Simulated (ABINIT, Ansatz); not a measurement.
# Quasiparticle gap of CaC2 (I4/mmm) in ABINIT, part 2 of 3

Wanted: ground state, empty states, screening and self-energy for CaC2 (I4/mmm).

ABINIT 10.8.3; PBEsol and many-body steps on it, plane waves. Known limits of the many-body steps: not at the basis limit; coarse k mesh.

So far. Step 2 (Ground state): The gap is indirect, with the least direct gap 1.06 eV higher.

**3. Bands along the symmetry lines**

Level of this step: DFT, PBEsol, plane waves, norm-conserving pseudopotentials (ABINIT).

Levels along a band path, at the cheap level, show where the edges lie and whether the meshes to come will hold them.

Input file run.abi:

```
acell 3*1.0 Angstrom
rprim 
  -1.934298599400 1.934298599400 3.202111242500
  1.934298599400 -1.934298599400 3.202111242500
  1.934298599400 1.934298599400 -3.202111242500
ntypat 2
znucl 20 6
natom 3
typat 1 2 2
xred 
  0.000000000000 0.000000000000 0.000000000000
  0.597892720000 0.597892720000 0.000000000000
  0.402107280000 0.402107280000 0.000000000000
pp_dirpath "pseudos"
pseudos "Ca.upf, C.upf"
ecut 37
iscf -2
irdden 1
kptopt 0
nkpt 76
kpt 
  0.00000000 0.00000000 0.00000000
  0.00000000 0.00000000 0.06250000
  0.00000000 0.00000000 0.12500000
  0.00000000 0.00000000 0.18750000
  0.00000000 0.00000000 0.25000000
  0.00000000 0.00000000 0.31250000
  0.00000000 0.00000000 0.37500000
  0.00000000 0.00000000 0.43750000
  0.00000000 0.00000000 0.50000000
  0.03125000 0.03125000 0.46875000
  0.06250000 0.06250000 0.43750000
  0.09375000 0.09375000 0.40625000
  0.12500000 0.12500000 0.37500000
  0.15625000 0.15625000 0.34375000
  0.18750000 0.18750000 0.31250000
  0.21875000 0.21875000 0.28125000
  0.25000000 0.25000000 0.25000000
  0.21875000 0.28125000 0.21875000
  0.18750000 0.31250000 0.18750000
  0.15625000 0.34375000 0.15625000
  0.12500000 0.37500000 0.12500000
  0.09375000 0.40625000 0.09375000
  0.06250000 0.43750000 0.06250000
  0.03125000 0.46875000 0.03125000
  0.00000000 0.50000000 0.00000000
  0.00000000 0.43750000 0.00000000
  0.00000000 0.37500000 0.00000000
  0.00000000 0.31250000 0.00000000
  0.00000000 0.25000000 0.00000000
  0.00000000 0.18750000 0.00000000
  0.00000000 0.12500000 0.00000000
  0.00000000 0.06250000 0.00000000
  0.00000000 0.00000000 0.00000000
  0.06250000 0.06250000 -0.06250000
  0.12500000 0.12500000 -0.12500000
  0.18750000 0.18750000 -0.18750000
  0.25000000 0.25000000 -0.25000000
  0.31250000 0.31250000 -0.31250000
  0.37500000 0.37500000 -0.37500000
  0.43750000 0.43750000 -0.43750000
  0.50000000 0.50000000 -0.50000000
  0.48015313 0.51984687 -0.48015313
  0.46030627 0.53969373 -0.46030627
  0.44045940 0.55954060 -0.44045940
  0.42061254 0.57938746 -0.42061254
  0.40076567 0.59923433 -0.40076567
  0.38091880 0.61908120 -0.38091880
  0.36107194 0.63892806 -0.36107194
  0.34122507 0.65877493 -0.34122507
  -0.34122507 0.34122507 0.34122507
  -0.29857194 0.29857194 0.29857194
  -0.25591880 0.25591880 0.25591880
  -0.21326567 0.21326567 0.21326567
  -0.17061254 0.17061254 0.17061254
  -0.12795940 0.12795940 0.12795940
  -0.08530627 0.08530627 0.08530627
  -0.04265313 0.04265313 0.04265313
  0.00000000 0.00000000 0.00000000
  -0.00000000 0.00000000 0.50000000
  -0.02280627 0.02280627 0.50000000
  -0.04561254 0.04561254 0.50000000
  -0.06841880 0.06841880 0.50000000
  -0.09122507 0.09122507 0.50000000
  -0.11403134 0.11403134 0.50000000
  -0.13683761 0.13683761 0.50000000
  -0.15964387 0.15964387 0.50000000
  -0.18245014 0.18245014 0.50000000
  0.50000000 0.50000000 -0.18245014
  0.50000000 0.50000000 -0.22214387
  0.50000000 0.50000000 -0.26183760
  0.50000000 0.50000000 -0.30153134
  0.50000000 0.50000000 -0.34122507
  0.50000000 0.50000000 -0.38091880
  0.50000000 0.50000000 -0.42061253
  0.50000000 0.50000000 -0.46030627
  0.50000000 0.50000000 -0.50000000
istwfk *1
nband 16
nbdbuf 2
tolwfr 1e-08
nstep 40
prtwf 0
prtvol 0
indata_prefix "in"
outdata_prefix "out"
tmpdata_prefix "tmp"
```

Run with:

```sh
> OMP_NUM_THREADS=1 mpirun -n 4 abinit run.abi > log
```

Numbers of over 12 decimals in the logs are rounded to 6 here.

The program printed:

```text
.Version 10.8.3 of ABINIT. v10.8.2 released Aug 2026.

 Symmetries : space group I4/m m m (#139); Bravais tI (body-center tetrag.)
[... echo of the input left out ...]
== DATASET  1 ==================================================================
-   mpi_nproc: 4, omp_nthreads: 1 (-1 if OMP is not activated)

--- !DatasetInfo
iteration_state: {dtset: 1, }
dimensions: {natom: 3, nkpt: 76, mband: 16, nsppol: 1, nspinor: 1, nspden: 1, mpw: 3508, }
cutoff_energies: {ecut:  37.0, pawecutdg:  -1.0, }
electrons: {nelect:   1.80000000E+01, charge:   0.00000000E+00, occopt:   1.00000000E+00, tsmear:   1.00000000E-02, }

 Real(R)+Recip(G) space primitive vectors, cartesian coordinates (Bohr,Bohr^-1):
 R(1)= -3.6552946  3.6552946  6.0511133  G(1)=  0.0000000  0.1367879  0.0826294
 R(2)=  3.6552946 -3.6552946  6.0511133  G(2)=  0.1367879  0.0000000  0.0826294
 R(3)=  3.6552946  3.6552946 -6.0511133  G(3)=  0.1367879  0.1367879  0.0000000
 Unit cell volume ucvol=  3.2340002E+02 bohr^3
 Angles (23,13,12)=  1.25317110E+02  1.25317110E+02  8.10134475E+01 degrees

 getcut: wavevector=  0.0000  0.0000  0.0000  ngfft=  45  45  45
         ecut(hartree)=     37.000   => boxcut(ratio)=   2.01976

--- Pseudopotential description ------------------------------------------------
- Ca Generated using ONCVPSP code by D. R. Hamann
- 20.00000  10.00000  180301                  znucl, zion, pspdat
12 -116133 2 -1 1746                          pspcod,pspxc,lmax,lloc,mmax
     nproj     2     2     2
  pspatm : epsatm=   12.46101000
         --- l  ekb(1:nproj) -->
             0   10.054847    0.973777
             1    2.998958    0.458102
             2   -3.447298   -1.091650
 pspatm: atomic psp has been read  and splines computed

- C Generated using ONCVPSP code by D. R. Hamann
-  6.00000   4.00000  180301                  znucl, zion, pspdat
12 -116133 1 -1 1248                          pspcod,pspxc,lmax,lloc,mmax
     nproj     2     2     0
  pspatm : epsatm=    4.34909242
         --- l  ekb(1:nproj) -->
[...]
pspatm: atomic psp has been read  and splines computed

--------------------------------------------------------------------------------

================================================================================
 prteigrs : about to open file out_EIG
 Non-SCF case, kpt    1 (  0.00000  0.00000  0.00000), residuals and eigenvalues=
  6.68E-09  5.56E-09  6.60E-09  4.65E-09  7.20E-09  8.13E-09  3.12E-09  3.03E-09
  3.37E-09  4.60E-09  7.97E-09  8.44E-09  2.69E-09  5.41E-09  1.48E-07  1.70E-04
 -1.3107E+00 -6.1560E-01 -6.1560E-01 -6.1132E-01 -3.5808E-01  1.5878E-02
  3.4188E-02  7.9086E-02  7.9086E-02  2.3216E-01  2.3216E-01  2.7401E-01
  3.0502E-01  3.3165E-01  4.5578E-01  4.7733E-01
 Non-SCF case, kpt    2 (  0.00000  0.00000  0.06250), residuals and eigenvalues=
  9.35E-09  3.13E-09  3.44E-09  4.00E-09  6.31E-09  8.60E-09  7.12E-09  3.67E-09
[...]
3.0998E-01  3.3716E-01  4.4853E-01  4.5781E-01
 Non-SCF case, kpt    3 (  0.00000  0.00000  0.12500), residuals and eigenvalues=
[...]
3.1877E-01  3.5584E-01  4.2690E-01  4.5708E-01
[...]
Non-SCF case, kpt   75 (  0.50000  0.50000 -0.46031), residuals and eigenvalues=
[...]
Non-SCF case, kpt   76 (  0.50000  0.50000 -0.50000), residuals and eigenvalues=
[...]
-1.3104E+00 -6.1656E-01 -6.1656E-01 -6.1538E-01 -3.4801E-01 -5.0552E-02
  5.5927E-02  5.5927E-02  1.1568E-01  2.3226E-01  3.3063E-01  3.4687E-01
[...]
--- !ResultsGS
iteration_state: {dtset: 1, }
comment   : Summary of ground state results
lattice_vectors:
- [ -3.6552946,   3.6552946,   6.0511133, ]
- [  3.6552946,  -3.6552946,   6.0511133, ]
- [  3.6552946,   3.6552946,  -6.0511133, ]
lattice_lengths: [   7.95854,    7.95854,    7.95854, ]
lattice_angles: [125.317, 125.317,  81.013, ] # degrees, (23, 13, 12)
lattice_volume:   3.2340002E+02
convergence: {deltae:  0.000E+00, res2:  0.000E+00, residm:  9.988E-09, diffor:  0.000E+00, }
etotal    :  -5.06438902E+01
entropy   :   0.00000000E+00
fermie    :   1.15683255E-01
cartesian_stress_tensor: null
pressure_GPa: null
xred      :
- [  0.0000E+00,   0.0000E+00,   0.0000E+00, Ca]
- [  5.9789E-01,   5.9789E-01,   5.7835E-18,  C]
- [  4.0211E-01,   4.0211E-01,   3.8896E-18,  C]
cartesian_forces: null
force_length_stats: {min: null, max: null, mean: null, }

 Integrated electronic density in atomic spheres:
 ------------------------------------------------
 Atom  Sphere_radius  Integrated_density
[...]
================================================================================

 ----iterations are completed or convergence reached----

 Mean square residual over all n,k,spin=   58.921E-10; max=  99.876E-10
 reduced coordinates (array xred) for    3 atoms
[...]
0.597892720000      0.597892720000      0.000000000000
       0.402107280000      0.402107280000      0.000000000000

 cartesian coordinates (angstrom) at end:
[...]
2      0.000000     0.000000     3.829038
    3      0.000000    -0.000000     2.575184
 length scales=  1.889726125908  1.889726125908  1.889726125908 bohr
              =  1.000000000000  1.000000000000  1.000000000000 angstroms
 prteigrs : about to open file out_EIG
 Eigenvalues (hartree) for nkpt=  76  k points:
 kpt#   1, nband= 16, wtk=  1.00000, kpt=  0.0000  0.0000  0.0000 (reduced coord)
[...]
kpt#   2, nband= 16, wtk=  1.00000, kpt=  0.0000  0.0000  0.0625 (reduced coord)
[...]
kpt#   3, nband= 16, wtk=  1.00000, kpt=  0.0000  0.0000  0.1250 (reduced coord)
[...]
kpt#  75, nband= 16, wtk=  1.00000, kpt=  0.5000  0.5000 -0.4603 (reduced coord)
[...]
kpt#  76, nband= 16, wtk=  1.00000, kpt=  0.5000  0.5000 -0.5000 (reduced coord)
  -1.31037   -0.61656   -0.61656   -0.61538   -0.34801   -0.05055    0.05593    0.05593
   0.11568    0.23226    0.33063    0.34687    0.36144    0.36144    0.39205    0.39206

== END DATASET(S) ==============================================================
================================================================================

 -outvars: echo values of variables after computation  --------
            nband          16
             nkpt          76
          spgroup         139
 [... the other variables as echoed above ...]

 Calculation completed.
```

Run time: 28 s. Hardware: 4 MPI ranks of Arm Neoverse V2, shared host; peak memory 0.32 GiB.

This step gave:

| Item | Value |
| --- | --- |
| gap | 1.202 eV |
| k of the valence top | 0.4375, 0.4375, -0.4375 |
| k of the conduction bottom | 0, 0, 0.5 |
| least direct gap | 2.264 eV |

The gap is 1.202 eV, −0.004 eV from the run before at this level.

The electronic bands at the labelled points (eV, zero at the top of the highest filled band):

```tsv
point	band 6	band 7	band 8	band 9	band 10	band 11	band 12	band 13
Γ	-2.72	-2.22	-1.00	-1.00	3.17	3.17	4.30	5.15
halfway	-3.02	-2.74	-1.39	-1.28	2.01	5.33	5.93	5.96
X	-3.04	-2.76	-1.61	-1.06	1.20	5.77	6.47	7.22
halfway	-3.28	-2.66	-1.90	-0.71	1.83	4.87	6.56	7.22
P	-3.48	-2.35	-2.35	-0.40	3.24	3.24	6.73	7.22
halfway	-3.94	-2.31	-2.13	-0.60	3.84	4.01	6.68	7.12
N	-4.28	-2.38	-1.84	-0.84	4.82	5.89	6.07	6.29
halfway	-3.69	-1.97	-1.46	-1.12	3.66	4.02	5.07	6.30
Γ	-2.72	-2.22	-1.00	-1.00	3.17	3.17	4.30	5.15
halfway	-4.23	-1.38	-1.38	-0.35	3.66	4.75	4.75	5.74
M	-4.53	-1.63	-1.63	0.00	3.17	5.85	6.29	6.68
halfway	-4.42	-2.05	-1.70	-0.11	3.69	6.42	6.60	6.64
S	-4.10	-2.77	-1.83	-0.41	4.88	5.44	6.13	6.83
jump to S0	-4.10	-2.77	-1.83	-0.41	4.88	5.44	6.13	6.83
halfway	-3.10	-2.94	-1.58	-1.18	3.46	4.01	5.78	6.74
Γ	-2.72	-2.22	-1.00	-1.00	3.17	3.17	4.30	5.15
jump to X	-3.04	-2.76	-1.61	-1.06	1.20	5.77	6.47	7.22
halfway	-3.25	-2.71	-1.86	-0.90	1.66	5.84	6.65	6.93
R	-3.68	-2.53	-2.17	-0.64	2.82	6.02	6.10	6.68
jump to G	-3.68	-2.53	-2.17	-0.64	2.82	6.02	6.10	6.68
halfway	-4.31	-2.07	-2.01	-0.20	4.17	5.57	6.29	6.46
M	-4.53	-1.63	-1.63	0.00	3.17	5.85	6.29	6.68
```

The electronic bands as a text plot (rows in eV, shown from -8.0 to 5.9 only; labels by their first letter):

```
    5.6 |+ +++  +++        + ++ ++ + ++++ ++   ++  + + +++    +
    5.0 |+++       +      + + +++ +++  +       +++  ++++    ++
    4.4 |++ +       +    +++ ++  ++++         +  ++   ++    +++
    3.8 |  +         +  ++     ++    +++     +    +++
    3.3 |++           ++        +++++   +++++      +++++       ++
    2.7 |  +         +                                     +
    2.1 |   ++      +                                     +
    1.5 |     +++  +                                     +
    1.0 |        ++                                     +
    0.4 |
   -0.2 |            ***               *********            *****
   -0.8 |**      ****   *******   *** *         ***   ******
   -1.4 | *********            ***   *******       ***  *
   -1.9 |          **    ********** *       *******      *** ****
   -2.5 |*****   **************    *          **    *********
   -3.1 |  **********            ** *           ******  **
   -3.7 |            ****      **    **         **        **
   -4.2 |                ******        *********            *****
   -4.8 |
   -5.4 |
   -6.0 |
   -6.6 |
   -7.1 |
   -7.7 |
         Γ       X   P      N      Γ       M  S|S      Γ|XR|G   M
```

**4. Empty states on the mesh, 4×4×4 mesh, 125 bands**

The sums over transitions need many empty states on a uniform mesh; this step solves for them.

Input file run.abi:

```
acell 3*1.0 Angstrom
rprim 
  -1.934298599400 1.934298599400 3.202111242500
  1.934298599400 -1.934298599400 3.202111242500
  1.934298599400 1.934298599400 -3.202111242500
ntypat 2
znucl 20 6
natom 3
typat 1 2 2
xred 
  0.000000000000 0.000000000000 0.000000000000
  0.597892720000 0.597892720000 0.000000000000
  0.402107280000 0.402107280000 0.000000000000
pp_dirpath "pseudos"
pseudos "Ca.upf, C.upf"
ecut 37
ngkpt 4 4 4
nshiftk 1
shiftk 0 0 0
kptopt 1
chksymbreak 0
irdden 1
istwfk *1
nband 125
prtvol 0
optdriver 6
gwr_task "HDIAGO"
paral_kgb 0
occopt 1
indata_prefix "in"
outdata_prefix "out"
tmpdata_prefix "tmp"
```

The program printed:

```text
[banner, memory and clock lines left out]
.Version 10.8.3 of ABINIT. v10.8.2 released Aug 2026.

 Symmetries : space group I4/m m m (#139); Bravais tI (body-center tetrag.)
[... echo of the input left out ...]
== DATASET  1 ==================================================================
-   mpi_nproc: 4, omp_nthreads: 1 (-1 if OMP is not activated)

--- !DatasetInfo
iteration_state: {dtset: 1, }
dimensions: {natom: 3, nkpt: 13, mband: 125, nsppol: 1, nspinor: 1, nspden: 1, mpw: 3508, }
cutoff_energies: {ecut:  37.0, pawecutdg:  -1.0, }
electrons: {nelect:   1.80000000E+01, charge:   0.00000000E+00, occopt:   1.00000000E+00, tsmear:   1.00000000E-02, }

.Using double precision arithmetic; gwpc =  8

- Reading GS density from: in_DEN

--- Pseudopotential description ------------------------------------------------
- Ca Generated using ONCVPSP code by D. R. Hamann
- 20.00000  10.00000  180301                  znucl, zion, pspdat
12 -116133 2 -1 1746                          pspcod,pspxc,lmax,lloc,mmax
     nproj     2     2     2
  pspatm : epsatm=   12.46101000
         --- l  ekb(1:nproj) -->
             0   10.054847    0.973777
             1    2.998958    0.458102
             2   -3.447298   -1.091650
 pspatm: atomic psp has been read  and splines computed

- C Generated using ONCVPSP code by D. R. Hamann
-  6.00000   4.00000  180301                  znucl, zion, pspdat
12 -116133 1 -1 1248                          pspcod,pspxc,lmax,lloc,mmax
     nproj     2     2     0
  pspatm : epsatm=    4.34909242
         --- l  ekb(1:nproj) -->
             0    6.468939    0.390031
             1   -4.179695   -0.878453
 pspatm: atomic psp has been read  and splines computed

   3.80865507E+02                                ecore*ucvol(ha*bohr**3)

 Total charge density [el/Bohr^3]
)     Maximum=    7.5738E-01  at reduced coord.    0.0444    0.9111    0.9556
)     Minimum=    3.8283E-03  at reduced coord.    0.7333    0.2444    0.4889
   Integrated=    1.8000E+01

 === KS gaps after direct diagonalization ===
 Indirect band gap semiconductor
 Fundamental gap:     1.205 (eV)
   VBM:     3.148 (eV) at k: [ 5.0000E-01,  5.0000E-01,  5.0000E-01]
   CBM:     4.353 (eV) at k: [ 5.0000E-01,  5.0000E-01,  0.0000E+00]
 Direct gap:         2.264 (eV) at k: [ 5.0000E-01,  5.0000E-01,  0.0000E+00]

== END DATASET(S) ==============================================================

 -outvars: echo values of variables after computation  --------
           etotal      0.0000000000E+00
            nband         125
             nkpt          13
          spgroup         139
 [... the other variables as echoed above ...]

 Calculation completed.
```

Run time: 1.7 min. Hardware: 4 MPI ranks; peak memory 2.9 GiB.

This step gave:

| Property | Result |
| --- | --- |
| gap | 1.205 eV |
| k of the valence top | 0.5, 0.5, 0.5 |
| k of the conduction bottom | 0.5, 0.5, 0 |
| least direct gap | 2.264 eV |
| k points computed | 13 |
| lowest point of the top converged band, above the valence top | 89.0746 eV |

On this mesh the gap is 1.205 eV.

**5. Screening, 4×4×4 mesh, 117 bands, screening to 176.9 eV**

The RPA dielectric matrix is built and inverted for each q.

This step: RPA screening on PBEsol, plane waves, norm-conserving pseudopotentials.

Changes to run.abi since step 4:

```diff
@@ -21,10 +21,11 @@
 chksymbreak 0
-irdden 1
 istwfk *1
-nband 125
-prtvol 0
-optdriver 6
-gwr_task "HDIAGO"
-paral_kgb 0
 occopt 1
+irdwfk 1
+optdriver 3
+nband 117
+ecuteps 6.5
+inclvkb 2
+awtr 1
+symchi 1
 indata_prefix "in"
```

The program printed:

```text
.Version 10.8.3 of ABINIT. v10.8.2 released Aug 2026.

 Symmetries : space group I4/m m m (#139); Bravais tI (body-center tetrag.)
[... echo of the input left out ...]
== DATASET  1 ==================================================================
-   mpi_nproc: 4, omp_nthreads: 1 (-1 if OMP is not activated)

--- !DatasetInfo
iteration_state: {dtset: 1, }
dimensions: {natom: 3, nkpt: 13, mband: 117, nsppol: 1, nspinor: 1, nspden: 1, mpw: 3508, }
cutoff_energies: {ecut:  37.0, pawecutdg:  -1.0, }
electrons: {nelect:   1.80000000E+01, charge:   0.00000000E+00, occopt:   1.00000000E+00, tsmear:   1.00000000E-02, }

 SCREENING: Calculation of the susceptibility and dielectric matrices

 Based on a program developped by R.W. Godby, V. Olevano, G. Onida, and L. Reining.
 Incorporated in ABINIT by V. Olevano, G.-M. Rignanese, and M. Torrent.
.Using double precision arithmetic ; gwpc =  8

[... cell and pseudopotentials left out ...]
--------------------------------------------------------------------------------

 ==== K-mesh for the wavefunctions ====
 Number of points in the irreducible wedge :    13
[... list of points left out ...]
 Together with 16 symmetry operations and time-reversal symmetry
 yields    64 points in the full Brillouin Zone.

 ==== Q-mesh for the screening function ====
 Number of points in the irreducible wedge :    13
[... list of points left out ...]
 Together with 16 symmetry operations and time-reversal symmetry
 yields    64 points in the full Brillouin Zone.

 setmesh: FFT mesh size selected  =    45x   45x   45
          total number of points  =        91125

 vcoul_init : cutoff-mode = AUXILIARY_FUNCTION
 q-points for optical limit:   1
     1)      0.000010    0.000020    0.000030

- screening: taking advantage of time-reversal symmetry
- Maximum band index for partially occupied states nbvw = 9
- Remaining bands to be divided among processors   nbcw = 108
- Number of bands treated by each node ~27

 Number of electrons calculated from density =   18.0000; Expected =   18.0000
 average of density, n =  0.055659
 r_s =    1.6248
 omega_plasma =   22.7574 [eV]

 calculating chi0 at frequencies [eV] :
  1    0.000000E+00    0.000000E+00
  2    0.000000E+00    2.275736E+01

--------------------------------------------------------------------------------
  q-point number  1        q = ( 0.000000, 0.000000, 0.000000) [r.l.u.]
--------------------------------------------------------------------------------
[... chi0 elements left out ...]
 For q-point:  0.000010 0.000020 0.000030
  dielectric constant =   3.5758
  dielectric constant without local fields =   4.1703

  Average fulfillment of the sum rule on Im[epsilon] for q-point    1 :     75.45  [%]
[... wings left out ...]
  q-point number  2        q = ( 0.250000, 0.000000, 0.000000) [r.l.u.]
--------------------------------------------------------------------------------
[... chi0 elements left out ...]
  Average fulfillment of the sum rule on Im[epsilon] for q-point    2 :     82.42  [%]

 [... 11 further q-points ...]
```

Elapsed: 2.6 min, on 4 MPI ranks; peak memory 3.1 GiB.

This step gave:

```yaml
eps_infinity_with_local_fields_on_this_mesh_along_the_program_s_q_direction: 3.576
the_same_without_local_fields: 4.170
plasma_frequency: 22.76 eV
plane_waves_in_the_screening_matrix: 271
```

Local fields lower ε∞ by 14 %. On a Γ-centred mesh this coarse the value itself is usually too large, while a short band sum pulls it down.

(Part 2 of 3 ends here.)

[Paths, hosts, dates, memory and timing lines, banners, echoed tables and standing remarks are left out of the program output.]

[Logs are printed without paths, hosts, clocks, repeated set-up lines and the standing remarks that a program may print on its own settings, such as how far it seeks lower states.]

[Runs of the session that timed out or met a known fault of the program may be left out.]

[Hosts, paths, dates, database ids (printed as entryN), source tags and the programs' standing remarks are cut or masked in the printed files.]

[G0W0 gaps are taken among the corrected bands and points alone; a level outside them can change the order at an edge.]

[Where Ansatz stands beside ABINIT at settings called matched, ABINIT's density can come from a denser mesh and the files from another edition; pairs whose starting gaps differed by over 0.03 eV were left out, so agreement reads better than it is.]
